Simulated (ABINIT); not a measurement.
# Quasiparticle gap of NaMgF3 (Pm-3m) in ABINIT, part 3 of 3

Wanted: ground state, empty states, screening and self-energy for NaMgF3 (Pm-3m).

ABINIT 10.8.3; LDA and many-body steps on it, plane waves. Known limits of the many-body steps: not at the basis limit; coarse k mesh.

So far. Step 4 (Empty states on the mesh, 2×2×2 mesh, 66 bands): On this mesh the gap is 5.650 eV. Step 5 (Screening, 2×2×2 mesh, 60 bands, screening to 106.1 eV): Local fields lower ε∞ by 4 %. On a Γ-centred mesh this coarse the value itself is usually too large, while a short band sum pulls it down.

**6. Self-energy, 2×2×2 mesh, 60 bands, screening to 106.1 eV**

The self-energy is evaluated for the states that the input lists, and the levels follow from it, in one-shot runs by the linearised quasiparticle equation.

This step: G0W0 on LDA, plane waves, norm-conserving pseudopotentials.

File run.abi:

```
acell 3*1.0 Angstrom
rprim 
  3.950839000000 0.000000000000 0.000000000000
  0.000000000000 3.950839000000 0.000000000000
  0.000000000000 0.000000000000 3.950839000000
ntypat 3
znucl 11 12 9
natom 5
typat 1 2 3 3 3
xred 
  0.000000000000 0.000000000000 0.000000000000
  0.500000000000 0.500000000000 0.500000000000
  0.500000000000 0.500000000000 0.000000000000
  0.500000000000 0.000000000000 0.500000000000
  0.000000000000 0.500000000000 0.500000000000
pp_dirpath "pseudos"
pseudos "Na.upf, Mg.upf, F.upf"
ecut 38
ngkpt 2 2 2
nshiftk 1
shiftk 0 0 0
kptopt 1
chksymbreak 0
istwfk *1
occopt 1
irdwfk 1
optdriver 4
nband 60
gwcalctyp 0
ecutsigx 38
symsigma 1
nkptgw 2
kptgw 
  0.5000000000 0.5000000000 0.5000000000
  0.0000000000 0.0000000000 0.0000000000
bdgw 
  18 24
  18 22
ecuteps 3.9
irdscr 1
ppmodel 1
indata_prefix "in"
outdata_prefix "out"
tmpdata_prefix "tmp"
```

Command:

```sh
$ OMP_NUM_THREADS=1 mpirun -n 4 abinit run.abi > log
```

Numbers of over 12 decimals in the logs are rounded to 6 here.

Log:

```text
.Version 10.8.3 of ABINIT. v10.8.2 released Aug 2026.

 Symmetries : space group Pm -3 m (#221); Bravais cP (primitive cubic)
[... echo of the input left out ...]
== DATASET  1 ==================================================================
-   mpi_nproc: 4, omp_nthreads: 1 (-1 if OMP is not activated)

--- !DatasetInfo
iteration_state: {dtset: 1, }
dimensions: {natom: 5, nkpt: 4, mband: 60, nsppol: 1, nspinor: 1, nspden: 1, mpw: 4700, }
cutoff_energies: {ecut:  38.0, pawecutdg:  -1.0, }
electrons: {nelect:   4.00000000E+01, charge:   0.00000000E+00, occopt:   1.00000000E+00, tsmear:   1.00000000E-02, }

 SIGMA: Calculation of the GW corrections

 Based on a program developped by R.W. Godby, V. Olevano, G. Onida, and L. Reining.
 Incorporated in ABINIT by V. Olevano, G.-M. Rignanese, and M. Torrent.
.Using double precision arithmetic ; gwpc =  8

[... cell and pseudopotentials left out ...]
--------------------------------------------------------------------------------

 ==== K-mesh for the wavefunctions ====
 Number of points in the irreducible wedge :     4
[... list of points left out ...]
 Together with 48 symmetry operations and time-reversal symmetry
 yields     8 points in the full Brillouin Zone.

 ==== Q-mesh for screening function ====
 Number of points in the irreducible wedge :     4
[... list of points left out ...]
 Together with 48 symmetry operations and time-reversal symmetry
 yields     8 points in the full Brillouin Zone.

 vcoul_init : cutoff-mode = AUXILIARY_FUNCTION
 q-points for optical limit:   1
     1)      0.000010    0.000020    0.000030
 setmesh: FFT mesh size selected  =    45x   45x   45
          total number of points  =        91125

 Number of electrons calculated from density =   40.0000; Expected =   40.0000
 average of density, n =  0.096116
 r_s =    1.3543
 omega_plasma =   29.9057 [eV]

 === KS Band Gaps ===
  >>>> For spin  1
   Minimum direct gap =   6.1069 [eV], located at k-point      :   0.0000  0.0000  0.0000
   Fundamental gap    =   5.6505 [eV], Top of valence bands at :   0.5000  0.5000  0.5000
                                       Bottom of conduction at :   0.0000  0.0000  0.0000
 SIGMA fundamental parameters:
 PLASMON POLE MODEL  1
 number of plane-waves for SigmaX                 4697
 number of plane-waves for SigmaC and W            171
 number of plane-waves for wavefunctions          4697
 number of bands                                    60
 number of independent spin polarizations            1
 number of spinorial components                      1
 number of k-points in IBZ                           4
 number of q-points in IBZ                           4
 number of symmetry operations                      48
 number of k-points in BZ                            8
 number of q-points in BZ                            8
 number of frequencies for dSigma/dE                 9
 frequency step for dSigma/dE [eV]                0.25
 number of omega for Sigma on real axis              0
 max omega for Sigma on real axis  [eV]           0.00
 zcut for avoiding poles [eV]                     0.10

 EPSILON^-1 parameters (SCR file):
 dimension of the eps^-1 matrix on file            171
 dimension of the eps^-1 matrix used               171
 number of plane-waves for wavefunctions          4697
 number of bands                                    60
 number of q-points in IBZ                           4
 number of frequencies                               2
 number of real frequencies                          1
 number of imag frequencies                          1

 matrix elements of self-energy operator (all in [eV])

 Perturbative Calculation

--- !SelfEnergy_ee
iteration_state: {dtset: 1, }
kpoint     : [   0.500,    0.500,    0.500, ]
spin       : 1
KS_gap     :    9.965
QP_gap     :   14.731
Delta_QP_KS:    4.765
data: !SigmaeeData |
     Band     E0 <VxcDFT>   SigX SigC(E0)      Z dSigC/dE  Sig(E)    E-E0       E
       18  -1.120 -22.707 -30.255   4.921   0.822  -0.216 -24.867  -2.161  -3.281
       19  -1.120 -22.707 -30.255   4.921   0.822  -0.216 -24.867  -2.161  -3.281
       20  -1.120 -22.707 -30.255   4.921   0.822  -0.216 -24.867  -2.161  -3.281
       21   8.845  -8.476  -3.052  -2.551   0.907  -0.103  -5.871   2.605  11.450
       22  11.369 -10.675  -4.721  -2.693   0.896  -0.116  -7.754   2.921  14.290
       23  11.369 -10.675  -4.721  -2.693   0.896  -0.116  -7.754   2.921  14.290
       24  11.369 -10.675  -4.721  -2.693   0.896  -0.116  -7.754   2.921  14.290

--- !SelfEnergy_ee
iteration_state: {dtset: 1, }
kpoint     : [   0.000,    0.000,    0.000, ]
spin       : 1
KS_gap     :    6.107
QP_gap     :   10.645
Delta_QP_KS:    4.538
data: !SigmaeeData |
     Band     E0 <VxcDFT>   SigX SigC(E0)      Z dSigC/dE  Sig(E)    E-E0       E
       18  -1.576 -22.397 -29.913   4.846   0.824  -0.214 -24.597  -2.200  -3.776
       19  -1.576 -22.397 -29.913   4.846   0.824  -0.214 -24.597  -2.200  -3.776
       20  -1.576 -22.397 -29.913   4.846   0.824  -0.214 -24.597  -2.200  -3.776
       21   4.530 -10.163  -5.208  -2.362   0.901  -0.109  -7.825   2.338   6.868
       22  11.776 -12.005  -5.502  -2.796   0.897  -0.114  -8.679   3.326  15.102

== END DATASET(S) ==============================================================
================================================================================

 -outvars: echo values of variables after computation  --------
           etotal      0.0000000000E+00
            nband          60
             nkpt           4
          spgroup         221
 [... the other variables as echoed above ...]

 Calculation completed.
```

Wall time 4.4 s (4 MPI ranks of Arm Neoverse V1, shared host); peak memory 0.7 GiB.

Numbers from this step:

| Property | Result |
| --- | --- |
| G0W0 gap on the points computed | 10.15 eV |
| starting gap on the mesh | 5.650 eV |
| k of the valence top | 0.5, 0.5, 0.5 |
| k of the conduction bottom | 0, 0, 0 |
| Z at the valence top | 0.822 |
| Z at the conduction bottom | 0.901 |
| least direct G0W0 gap on the computed points | 10.64 eV |

The gap on the mesh goes from 5.65 eV to 10.15 eV, a correction of +4.50 eV.

Limits: finite bands, cutoff and mesh; coarse k mesh. v1 is the top filled band, c1 the lowest empty one. Levels before and after the correction, in eV, zero at the valence-band top of each column:

```
           conduction bottom  valence top
Kohn-Sham               5.65         0.00
     G0W0              10.15         0.00
```

```
                         level  energy (eV)
Kohn-Sham  (0.5 0.5 0.5) v3-v1        0.000
Kohn-Sham     (0.5 0.5 0.5) c1        9.965
Kohn-Sham  (0.5 0.5 0.5) c2-c4       12.489
Kohn-Sham              Γ v3-v1       -0.456
Kohn-Sham                 Γ c1        5.650
Kohn-Sham                 Γ c2       12.896
     G0W0  (0.5 0.5 0.5) v3-v1        0.000
     G0W0     (0.5 0.5 0.5) c1       14.731
     G0W0  (0.5 0.5 0.5) c2-c4       17.571
     G0W0              Γ v3-v1       -0.495
     G0W0                 Γ c1       10.149
     G0W0                 Γ c2       18.383
```

**7. Where the time went**

Times are wall times on 4 MPI ranks of Arm Neoverse V1, shared host, good to a factor of about two.

```
                          step   time  share  memory (GiB)
                  ground state   27 s   36 %          0.34
bands along the symmetry lines   29 s   39 %          0.36
      empty states on the mesh  8.2 s   11 %          0.29
                     screening  5.8 s    8 %          0.48
                   self-energy  4.4 s    6 %           0.7
```

**8. Results**

```
LDA gap              : 5.65 eV, indirect
G0W0 gap on the mesh : 10.15 eV
GW settings          : 2×2×2 mesh, 60 bands, screening to 106.1 eV, Godby-Needs plasmon pole
known limits         : not at the basis limit; coarse k mesh
```

What this shows: G0W0 moves the gap on the mesh from 5.65 eV to 10.15 eV (+4.50 eV), with Z of 0.82 and 0.90 at the edges. Local fields lower the RPA ε∞ on this mesh from 2.00 to 1.92; a Γ-centred mesh this coarse tends to raise both, most where the direct gap is narrow, while a short band sum lowers them. Only 2 of the mesh's irreducible points were corrected, so a valley elsewhere could overtake. Bands and cutoff are finite, so the gap is not at the basis limit. The miss can reach some tenths of an eV and take either sign; the mesh is an error of its own. In the G0W0 run levels were corrected at 2 k points alone, so a gap called «on the mesh» is the least over those, and an edge elsewhere would be missed. The 2×2×2 mesh is coarse for this cell, which bears on the long-range parts of exchange and screening. This is the ideal cubic cell; many perovskites, halides above all, are cubic only on average, and local tilts or off-centring can widen the gap.

[Paths, hosts, dates, memory and timing lines, banners, echoed tables and standing remarks are left out of the program output.]

[Logs are printed without paths, hosts, clocks, repeated set-up lines and the standing remarks that a program may print on its own settings, such as how far it seeks lower states.]

[Runs of the session that timed out or met a known fault of the program may be left out.]

[Hosts, paths, dates, database ids (printed as entryN), source tags and the programs' standing remarks are cut or masked in the printed files.]

[G0W0 gaps are taken among the corrected bands and points alone; a level outside them can change the order at an edge.]

[Where Ansatz stands beside ABINIT at settings called matched, ABINIT's density can come from a denser mesh and the files from another edition; pairs whose starting gaps differed by over 0.03 eV were left out, so agreement reads better than it is.]
